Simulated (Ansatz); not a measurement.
# Where Tl_B puts its levels in the gap of BP (F-43m)

Wanted: the transition levels of a substitutional impurity in BP (F-43m), from a cell of 54 host atoms with 1 B taken out and 1 Tl put in.

Calculated with Ansatz 0.2.0; place-levels on r2SCAN runs: charge-transition levels and formation energies with image-charge correction and potential alignment at the atomic sites; PAW set soft_1.

## (1) The starting structure

The cell holds 54 atoms: 26 B, 27 P and 1 Tl. Its edges and angles: a = 9.623 Å, b = 9.623 Å, c = 9.623 Å, α = 60.0°, β = 60.0°, γ = 60.0°. It derives from BP (space group F-43m). Nearest the centre at fractional (0.667, 0.333, 0.667): Tl47 at 0.00 Å, P22 at 1.96 Å, P40 at 1.96 Å, P24 at 1.96 Å, P28 at 1.96 Å, B41 at 3.21 Å, B35 at 3.21 Å, B29 at 3.21 Å.

Screening for the image-charge correction: ε∞ = 9.31, ε0 = 9.42, computed on the host (DFPT, PBEsol, on the r2SCAN cell), and a cell off the functional's own equilibrium shifts the ionic part.

The cell's shortest repeat is 9.6 Å.

## (2) Charge states

A transition level is the Fermi level at which two charge states cost the same, so each charge needs its own total energy, at its own relaxed structure.

Each atom starts 0.05 Å or so off its site in a random direction: a symmetric start keeps its symmetry, and would miss off-centre moves and Jahn–Teller distortions. Forces are taken on a 2×2×2 shifted mesh. The cell holds 2 electrons more than the neutral one, with a uniform background that keeps it neutral on the whole.

The sampling was tested on the host first: at the k-points planned (1x1x1 shifted 0.25 0.25 0.25) its energy lies 0.152 eV an atom from the dense-mesh value, so the final energies take a denser sampling.

One of the inputs; charge, spin and start change from state to state.

Input file qm2.relax/input.yaml:

```yaml
crystal:
  lattice:
    - [0.0, 6.80455623, 6.80455623]
    - [6.80455623, 0.0, 6.80455623]
    - [6.80455623, 6.80455623, 0.0]
  atoms:
    - { symbol: B, position: [0.0, 0.0, 0.0] }
    - { symbol: P, position: [0.25, 0.25, 0.25] }
[... 2 atom lines left out ...]
    - { symbol: B, position: [0.0, 0.0, 0.66666667] }
    - { symbol: P, position: [0.25, 0.25, 0.91666667] }
[... 2 atom lines left out ...]
    - { symbol: B, position: [0.0, 0.33333333, 0.33333333] }
    - { symbol: P, position: [0.25, 0.58333333, 0.58333333] }
    - { symbol: B, position: [0.0, 0.33333333, 0.66666667] }
[... 10 atom lines left out ...]
    - { symbol: P, position: [0.58333333, 0.25, 0.58333333] }
[... 1 atom line left out ...]
    - { symbol: P, position: [0.58333333, 0.25, 0.91666667] }
    - { symbol: B, position: [0.33333333, 0.33333333, 0.0] }
    - { symbol: P, position: [0.58333333, 0.58333333, 0.25] }
[... 1 atom line left out ...]
    - { symbol: P, position: [0.58333333, 0.58333333, 0.58333333] }
    - { symbol: B, position: [0.33333333, 0.33333333, 0.66666667] }
[... 5 atom lines left out ...]
    - { symbol: B, position: [0.33333333, 0.66666667, 0.66666667] }
[... 1 atom line left out ...]
    - { symbol: B, position: [0.66666667, 0.0, 0.0] }
[... 2 atom lines left out ...]
    - { symbol: P, position: [0.91666667, 0.25, 0.58333333] }
    - { symbol: B, position: [0.66666667, 0.0, 0.66666667] }
[... 1 atom line left out ...]
    - { symbol: B, position: [0.66666667, 0.33333333, 0.0] }
[... 1 atom line left out ...]
    - { symbol: B, position: [0.66666667, 0.33333333, 0.33333333] }
[... 1 atom line left out ...]
    - { symbol: Tl, position: [0.66666667, 0.33333333, 0.66666667] }
[... 3 atom lines left out ...]
    - { symbol: B, position: [0.66666667, 0.66666667, 0.33333333] }
[... 1 atom line left out ...]
    - { symbol: B, position: [0.66666667, 0.66666667, 0.66666667] }
    - { symbol: P, position: [0.91666667, 0.91666667, 0.91666667] }
  host:
    repeats: [3, 3, 3]
    atoms:
      - { symbol: B, position: [0.0, 0.0, 0.0] }
      - { symbol: P, position: [0.75, 0.75, 0.75] }
total_charge: -2
basis:
  ecutwfc: 500
  xc_grid: 2
hamiltonian:
  xc: r2scan
  pseudopotentials: { kind: paw, azcp: { folder: soft_1 } }
kpoints:
  mp_grid: { grid: [2, 2, 2], shift: [0.5, 0.5, 0.5] }
scf:
  occupations: { method: fixed }
  max_iter: 100
output:
  forces: true
  charged_corrections:
    epsilon: 9.31
    static_epsilon: 9.42
    defect_position: [0.666667, 0.333333, 0.666667]
relax:
  f_tol: 0.02
  max_steps: 80
  random_displacement: { amplitude: 0.05, seed: 8991 }
checkpoint:
  write: "../qm2.relax.run"
  compress: false
  write_wavefunctions: true
  write_every: 100000
```

Launch:

```bash
$ ansatz run input.yaml --threads 4 --pin off --max-ram 7536MiB --backend cpu --events-out ev --progress --plain --runs-dir out
```

The run of this state that the levels use, under r2SCAN:

Input file qm2.point/input.yaml:

```yaml
crystal:
  checkpoint: "../qm2.relax.run"
  host: checkpoint
total_charge: -2
basis:
  ecutwfc: 500
  xc_grid: 2
hamiltonian:
  xc: r2scan
  pseudopotentials: { kind: paw, azcp: { folder: soft_1 } }
kpoints:
  mp_grid: { grid: [2, 2, 2], shift: [0.5, 0.5, 0.5] }
scf:
  occupations: { method: fixed }
  max_iter: 100
output:
  forces: true
  eigenvalues: true
  charged_corrections:
    epsilon: 9.31
    static_epsilon: 9.42
    defect_position: [0.666667, 0.333333, 0.666667]
  eigenstates: { localisation: true }
  populations: true
checkpoint:
  read: "../qm2.relax.run"
  write: "../qm2.point.run"
  compress: false
  write_wavefunctions: false
  write_every: 100000
```

Relaxations under r2SCAN at a 2×2×2 shifted mesh; times on 4 threads of Arm Neoverse N1, shared host:

| charge | moment (μB) | occupations | outcome | steps | largest displacement against the far atoms (Å) | time |
| --- | --- | --- | --- | --- | --- | --- |
| −2 | 0 | fixed | converged | 6 | 0.36 | 4.6 min |
| −1 | 1 | fixed | converged | 6 | 0.35 | 11 min |
| 0 | 0 | fixed | converged | 5 | 0.35 | 4 min |
| 0 | 2 | fixed | converged | 10 | 0.38 | 19 min |
| +1 | 1 | fixed | converged | 11 | 0.37 | 20 min |
| +1 | 3 | fixed | converged | 7 | 0.41 | 14 min |
| −2 | 2 | fixed | converged | 6 | 0.37 | 13 min |

Single points under r2SCAN at a 2×2×2 shifted mesh; times on 4 threads of Arm Neoverse N1, shared host:

| charge | moment (μB) | occupations | outcome | time |
| --- | --- | --- | --- | --- |
| −2 | 0 | fixed | converged | 49 s |
| −1 | 1 | fixed | converged | 2 min |
| 0 | 0 | fixed | converged | 49 s |
| 0 | 2 | fixed | converged | 1.9 min |
| +1 | 1 | fixed | converged | 100 s |
| +1 | 3 | fixed | converged | 1.8 min |
| −2 | 2 | fixed | converged | 1.8 min |

Distances (Å) from Tl47 to the nearest atoms after relaxation with r2SCAN:

| charge | moment (μB) | 1. | 2. | 3. | 4. | 5. | 6. |
| --- | --- | --- | --- | --- | --- | --- | --- |
| −2 | 0 | P 2.33 | P 2.33 | P 2.33 | P 2.33 | B 3.26 | B 3.26 |
| −2 | 2 | P 2.33 | P 2.33 | P 2.33 | P 2.33 | B 3.26 | B 3.26 |
| −1 | 1 | P 2.32 | P 2.32 | P 2.32 | P 2.32 | B 3.26 | B 3.26 |
| 0 | 0 | P 2.31 | P 2.31 | P 2.31 | P 2.31 | B 3.26 | B 3.26 |
| 0 | 2 | P 2.32 | P 2.34 | P 2.35 | P 2.36 | B 3.24 | B 3.24 |
| +1 | 1 | P 2.30 | P 2.33 | P 2.33 | P 2.35 | B 3.24 | B 3.24 |
| +1 | 3 | P 2.38 | P 2.38 | P 2.38 | P 2.39 | B 3.25 | B 3.25 |

## (3) Placing the levels, r2SCAN

A charged cell interacts with its images and the background, and its potential has another zero than the host's. place-levels removes the first by a point-charge model, screened by the static dielectric constant since the ions have relaxed around the charge, and the second by comparing potentials at atoms far from the defect.

The host is a run of the defect-free crystal in the same cutoffs, grids and k-points, so that basis and sampling errors cancel in part in the differences. The host is run in a cell of 2 atoms on a matching mesh. Its band edges are searched through the zone by a band path, so the gap is smaller than, or equal to, that on the mesh. Chemical potentials are energies per atom of B (alpha-rhombohedral (B12)) and Tl (hcp), run with the same functional and cutoff.

Input file levels.point.yaml:

```yaml
host:
  run: host.point.run
states: [qm2.point.run, qm1_M1.point.run, q0.point.run, q0_M2.point.run, qp1_M1.point.run, qp1_M3.point.run, qm2_M2.point.run]
geometry_from:
  qm2.point.run: qm2.relax.run
  qm1_M1.point.run: qm1_M1.relax.run
  q0.point.run: q0.relax.run
  q0_M2.point.run: q0_M2.relax.run
  qp1_M1.point.run: qp1_M1.relax.run
  qp1_M3.point.run: qp1_M3.relax.run
  qm2_M2.point.run: qm2_M2.relax.run
  host.point.run: host.relax.run
chemical_potentials:
  B:
    energy: -156.554104
    dataset: <sha256 of the dataset>
  Tl:
    energy: -11460.43654
    dataset: "<sha256 of the dataset>"
epsilon: 9.31
static_epsilon: 9.42
vertical:
  - { from: qm2.point.run, to: qm2.point_neutral.run }
  - { from: qm1_M1.point.run, to: qm1_M1.point_neutral.run }
  - { from: qp1_M1.point.run, to: qp1_M1.point_neutral.run }
  - { from: qp1_M3.point.run, to: qp1_M3.point_neutral.run }
  - { from: qm2_M2.point.run, to: qm2_M2.point_neutral.run }
```

Launch:

```bash
$ ansatz place-levels levels.point.yaml -- --threads 4 --pin off --max-ram 7536MiB
```

Numbers of over 12 decimals in the logs are rounded to 6 here.

Output:

```text
[... repeated set-up lines and file paths are left out, and long positions are rounded to six places ...]
(+1/0) 0.052 eV beneath the valence edge (-0.072 eV without the band-filling correction), in the valence band
(0/-1) 1.445 eV above the valence edge (+1.800 eV without the band-filling correction), in the conduction band; not on the lower envelope
(-1/-2) 1.444 eV above the valence edge (+2.147 eV without the band-filling correction), in the conduction band; not on the lower envelope
(0/-2) 1.444 eV above the valence edge (+1.974 eV without the band-filling correction), in the conduction band: charges between them are lowest nowhere
formation energy of charge +1: +6.647 eV with the Fermi level at the valence edge
formation energy of charge 0: +6.595 eV with the Fermi level at the valence edge
formation energy of charge -1: +8.039 eV with the Fermi level at the valence edge
formation energy of charge -2: +9.484 eV with the Fermi level at the valence edge
vertical -2 to 0: no energy, since no alignment is typed
  the change from vertical[0].from (qm2.point.run) to vertical[0].to (qm2.point_neutral.run): by its potential at epsilon 9.31 it stands at 0.485 0.152 0.484, with an rms radius of about 5.7 Å (3.3 3.3 3.3 Å across the planes of the cell's vectors); [...]
vertical -1 to 0: no energy, since no alignment is typed
  the change from vertical[1].from (qm1_M1.point.run) to vertical[1].to (qm1_M1.point_neutral.run): by its potential at epsilon 9.31 it stands at 0.485 0.152 0.485, with an rms radius of about 5.7 Å (3.3 3.3 3.3 Å across the planes of the cell's vectors); [...]
vertical +1 to 0: no energy, since no alignment is typed
  the change from vertical[2].from (qp1_M1.point.run) to vertical[2].to (qp1_M1.point_neutral.run): by its potential at epsilon 9.31 it stands at 0.624 0.279 0.611, with an rms radius of about 3.1 Å (2.0 1.7 1.6 Å across the planes of the cell's vectors); [...]
vertical +1 to 0: no energy, since no alignment is typed
  the change from vertical[3].from (qp1_M3.point.run) to vertical[3].to (qp1_M3.point_neutral.run): by its potential at epsilon 9.31 it stands at 0.618 0.284 0.618, with an rms radius of about 1.4 Å (0.8 0.8 0.8 Å across the planes of the cell's vectors); [...]
vertical -2 to 0: no energy, since no alignment is typed
  the change from vertical[4].from (qm2_M2.point.run) to vertical[4].to (qm2_M2.point_neutral.run): by its potential at epsilon 9.31 it stands at 0.490 0.125 0.498, with an rms radius of about 5.3 Å (3.0 3.0 3.0 Å across the planes of the cell's vectors); [...]
  edges by r2scan, gap 1.407 eV; the host is sampled to repeats of 19.25 Å
  the defect's cells are sampled to repeats of 19.25 Å, like sampling
  charge +1: -36057.0355 eV with its correction of +0.632 eV, at epsilon 9.42, aligned at sites: +0.3744 eV, mean over 19 atomic sites at or beyond 4.81 Å from the defect at [0.6667, 0.3333, 0.6667], with -0.000000 for the charge's moments and without [...]
  charge 0: +0.000 eV for its dipole among its images, +0.000 omitted
  charge -1: -36036.8484 eV with its correction of -0.282 eV, at epsilon 9.42, aligned at sites: +0.5393 eV, mean over 19 atomic sites at or beyond 4.81 Å from the defect at [0.6667, 0.3333, 0.6667], with +0.000000 for the charge's moments and without [...]
  charge -2: -36025.4722 eV with its correction of -0.218 eV, at epsilon 9.42, aligned at sites: +0.6238 eV, mean over 19 atomic sites at or beyond 4.81 Å from the defect at [0.6667, 0.3333, 0.6667], with +0.000000 for the charge's moments and without [...]
  charge +1: states[5] (qp1_M3.point.run) stands 1.562 eV higher, with a moment of 3.00 μB against 1.00
  charge 0: states[3] (q0_M2.point.run) stands 1.493 eV higher, with a moment of 2.00 μB against 0.00
  charge -2: states[6] (qm2_M2.point.run) stands 0.559 eV higher, with a moment of 2.00 μB against 0.00
  of states[4] (qp1_M1.point.run): it parts from the run at its places by a charge that spreads by about 2 Å along one vector (1.4 Å or more is wide), by its potential at epsilon 9.31, taken for that of held ions (one typed too small widens it), where the [...]
  of states[2] (q0.point.run): its alignment with the host at atomic sites is doubtful: the mean over the far sites moves by +0.1442 eV from their farther parts to their nearer, more than 0.05 eV. [...]
  of states[1] (qm1_M1.point.run): it parts from the run at its places by a charge that spreads by about 3.3 Å along one vector (1.4 Å or more is wide), by its potential at epsilon 9.31, taken for that of held ions (one typed too small widens it), where the [...]
  of states[0] (qm2.point.run): it parts from the run at its places by a charge that spreads by about 3.3 Å along one vector (1.4 Å or more is wide), by its potential at epsilon 9.31, taken for that of held ions (one typed too small widens it), where the cell [...]
  of states[5] (qp1_M3.point.run): its alignment with the host at atomic sites is doubtful: the mean over the far sites moves by -0.1206 eV from their farther parts to their nearer, more than 0.05 eV. [...]
  of states[3] (q0_M2.point.run): its moments are held at its close (magnetization.spin_locking), by a field of 0.729 eV a Bohr magneton, and its energy and levels are of the state that this holds: a run that lets them go can end lower; band_overlap_at_count; [...]
  of states[6] (qm2_M2.point.run): it parts from the run at its places by a charge that spreads by about 3 Å along one vector (1.4 Å or more is wide), by its potential at epsilon 9.31, taken for that of held ions (one typed too small widens it), where the [...]
  of vertical[0].from (qm2.point.run): it parts from the run at its places by a charge that spreads by about 3.3 Å along one vector (1.4 Å or more is wide), by its potential at epsilon 9.31, taken for that of held ions (one typed too small widens it), where [...]
  of vertical[1].from (qm1_M1.point.run): stability_check_not_made; [...]
  of vertical[2].from (qp1_M1.point.run): band_overlap_at_count; stability_check_not_made; of the run under geometry_from: band_overlap_at_count; [...]
  of vertical[3].from (qp1_M3.point.run): its moments are held at its close (magnetization.spin_locking), by a field of 0.728 eV a Bohr magneton, and its energy and levels are of the state that this holds: a run that lets them go can end lower; [...]
  of vertical[4].from (qm2_M2.point.run): its moments are held at its close (magnetization.spin_locking), by a field of 0.334 eV a Bohr magneton, and its energy and levels are of the state that this holds: a run that lets them go can end lower; [...]
```

Elapsed: 1.3 s, on 4 threads of Arm Neoverse N1, shared host.

Levels between the charges placed, in eV above the valence top:

|  | gap (eV) | (+1/0) | (0/−1) | (−1/−2) |
| --- | --- | --- | --- | --- |
| r2SCAN | 1.41 | -0.05 | 1.44 | 1.44 |

Corrections by state:

| charge | moment (μB) | image terms and alignment (eV) | band filling (eV) | ε used | over the lowest of its charge, as the program ranks them, band filling apart (eV) |
| --- | --- | --- | --- | --- | --- |
| +1 | 1.0 | 0.632 | -0.020 | 9.42 | 0.000 |
| 0 | 0.0 | 0.000 | - | - | 0.000 |
| −1 | 1.0 | -0.282 | -0.356 | 9.42 | 0.000 |
| −2 | 0.0 | -0.218 | -1.058 | 9.42 | 0.000 |
| +1 | 3.0 | 0.631 | - | 9.42 | 1.562 |
| 0 | 2.0 | 0.000 | - | - | 1.493 |
| −2 | 2.0 | -0.228 | - | 9.42 | 0.559 |

The charged structures listed were also run neutral, and place-levels reads from each pair, by the potential or the spins, how wide the charge is by which they differ; that can be the carrier of either run.

| charge | rms radius (Å) | spread where it is widest against the cell (Å) | wide from (Å) | reading |
| --- | --- | --- | --- | --- |
| +1 | 3.1 | 2.03 | 1.36 | wide |
| −1 | 5.7 | 3.27 | 1.36 | wide |
| −2 | 5.7 | 3.30 | 1.36 | wide |

The neutral runs of these pairs need not share the spin of the lowest neutral state, and very wide values only mean spread over the cell.

From the program's caveats on the states, each cut to its opening words:

- charge +1 (1 μB): it parts from the run at its places by a charge that spreads by about 2 Å along one vector (1.4 Å or more is wide), by its potential at epsilon 9.31, taken for [...]
- charge +1 (1 μB): a band-filling correction moves a carrier to the host's band edge, which changes its energy by -0.020 eV
- charge +1 (1 μB), 0 (2 μB), −2 (2 μB): filled levels lie above empty ones at the fixed electron count
- charge +1 (1 μB), −1 (1 μB), +1 (3 μB), 0 (2 μB), −2 (2 μB): flagged: stability check not made
- charge 0: its alignment with the host at atomic sites is doubtful: the mean over the far sites moves by +0.1442 eV from their farther parts to their nearer, more than [...]
- charge −1 (1 μB), −2: it parts from the run at its places by a charge that spreads by about 3.3 Å along one vector (1.4 Å or more is wide), by its potential at epsilon 9.31, taken [...]
- charge −1 (1 μB): a band-filling correction moves a carrier to the host's band edge, which changes its energy by -0.356 eV
- charge −1 (1 μB): its alignment with the host at atomic sites is doubtful: the mean over the far sites moves by +0.1218 eV from their farther parts to their nearer, more than [...]
- charge −2: a band-filling correction moves a carrier to the host's band edge, which changes its energy by -1.058 eV
- charge −2: its alignment with the host at atomic sites is doubtful: the mean over the far sites moves by +0.0992 eV from their farther parts to their nearer, more than [...]
- charge +1 (3 μB): its alignment with the host at atomic sites is doubtful: the mean over the far sites moves by -0.1206 eV from their farther parts to their nearer, more than [...]
- charge +1 (3 μB): its moments are held at its close (magnetization.spin_locking), by a field of 0.728 eV a Bohr magneton, and its energy and levels are of the state that this [...]
- charge 0 (2 μB): its moments are held at its close (magnetization.spin_locking), by a field of 0.729 eV a Bohr magneton, and its energy and levels are of the state that this [...]
- charge −2 (2 μB): it parts from the run at its places by a charge that spreads by about 3 Å along one vector (1.4 Å or more is wide), by its potential at epsilon 9.31, taken for [...]

The host's formation energy from the elements is -0.484 eV per atom; it sets how far the chemical potentials can move.

Formation energies (eV), B-rich (Δμ(B) = 0.00 eV, Δμ(P) = -0.97 eV, Δμ(Tl) = 0.00 eV):

| charge | Fermi level at the valence top | at the conduction bottom |
| --- | --- | --- |
| +1 | 6.65 | 8.05 |
| 0 | 6.59 | 6.59 |
| −1 | 8.04 | 6.63 |
| −2 | 9.48 | 6.67 |

Formation energies (eV), P-rich (Δμ(P) = 0.00 eV, Δμ(B) = -0.97 eV, Δμ(Tl) = 0.00 eV):

| charge | Fermi level at the valence top | at the conduction bottom |
| --- | --- | --- |
| +1 | 5.68 | 7.09 |
| 0 | 5.63 | 5.63 |
| −1 | 7.07 | 5.66 |
| −2 | 8.52 | 5.70 |

## (4) Summary of results

* gap of the host: 1.41 eV (r2SCAN)
* level (plus 1/0): 0.05 eV below the valence top (-0.07 eV above the valence top without the band-filling term)
* level (0/minus 1): 1.44 eV above the valence top, past the conduction bottom, not a change between lowest states (1.80 eV above the valence top without the band-filling term)
* level (minus 1/minus 2): 1.44 eV above the valence top, past the conduction bottom, not a change between lowest states (2.15 eV above the valence top without the band-filling term)
* lowest of the charges placed, just above the valence top (0.02 eV): 0
* lowest of the charges placed, just below the conduction bottom (0.02 eV): 0
* lowest formation energy at mid-gap of the charges run, B-rich: 6.59 eV
* lowest formation energy at mid-gap of the charges run, P-rich: 5.63 eV

What this shows: Of the charges placed (−2, −1, 0 and +1), 0 is the lowest from 0.02 eV above the valence top to 0.02 eV below the conduction bottom, a gap of 1.41 eV. States placed: +1 at 1 μB and 3 μB; 0 at 0 μB and 2 μB; −1 at 1 μB; −2 at 0 μB and 2 μB. Other spin states or structures, where not listed, weren't placed. The program finds carriers beyond a band edge of the host and adds a band-filling term at charge −2 (-1.06 eV), −1 (-0.36 eV) and +1 (-0.02 eV); steps to such a charge show no bound level, and a defect level inside a band would be read the same way. Tl is taken at its element; compounds, which aren't counted here, bound the chemical potentials and would shift these formation energies. The program doubts the alignment of potentials for at least one state, a sign that the cell is small. Keep in mind: r2SCAN makes the gap too small and tends to spread out bound carriers; spin–orbit coupling, which can matter with heavy atoms, is left out.

[Logs are printed without paths, hosts, clocks, repeated set-up lines and the standing remarks that a program may print on its own settings, such as how far it seeks lower states.]

[Hosts, paths, dates, database ids (printed as entryN), source tags and the programs' standing remarks are cut or masked in the printed files.]

[Where a table of states has a column of steps, it counts the stored structures, which are thinned; the runs took as many ionic steps or more.]

[A defect's name tells the site on which it was built; relaxed atoms can leave that site.]

[For some hosts the program warned that the k-mesh of the response run may be too coarse for force constants and the static dielectric constant; such warnings are not shown here.]
